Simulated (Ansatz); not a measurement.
In doubt: masses and optical values from hybrid runs of this build are listed as unsure, which bears on the screening that GW takes from such a start.

Rows from a G0W0 calculation on SnSSe/PtSe2 (van der Waals superlattice) (P3m1) (Ansatz 0.2.0; G0W0 on HSE06, plane waves, PAW; PAW set soft_1; 6×6×2 mesh, 335 empty bands, screening to 105 eV, PAW set soft_1 files), in eV. Spin-orbit coupling is left out.

The structure was built from a prototype and need not be the compound's stable phase.

```tsv
row	Σx	Σc	Vxc	Z
A	-17.79	1.12	-16.64	0.77
B	-16.72	-3.47	-20.44	0.75
C	-17.81	1.75	-16.01	0.76
D	-10.55	-3.20	-13.85	0.79
E	-11.85	-3.64	-15.64	0.78
F	-15.25	-2.96	-18.47	0.78
```

**Question.** Which rows are filled states and which are empty ones, and how can one tell?

Filled: A and C. Empty: B, D, E and F. The sign of Σc tells: for a filled state bare exchange, which holds its interaction with itself, lies below Vxc (Σx − Vxc is -1.1 eV or lower here) and screening gives part back as a positive Σc. For an empty state Σx lies above Vxc (+3.2 eV or more) and the Coulomb hole leaves Σc negative.

[Paths, hosts, dates, memory and timing lines, banners, echoed tables and standing remarks are left out of the program output.]

[Logs are printed without paths, hosts, clocks, repeated set-up lines and the standing remarks that a program may print on its own settings, such as how far it seeks lower states.]

[Runs of the session that timed out or met a known fault of the program may be left out.]

[Cells called generated may have been cut or substituted from an entry of the Crystallography Open Database or the Materials Project.]

[Hosts, paths, dates, database ids (printed as entryN), source tags and the programs' standing remarks are cut or masked in the printed files.]
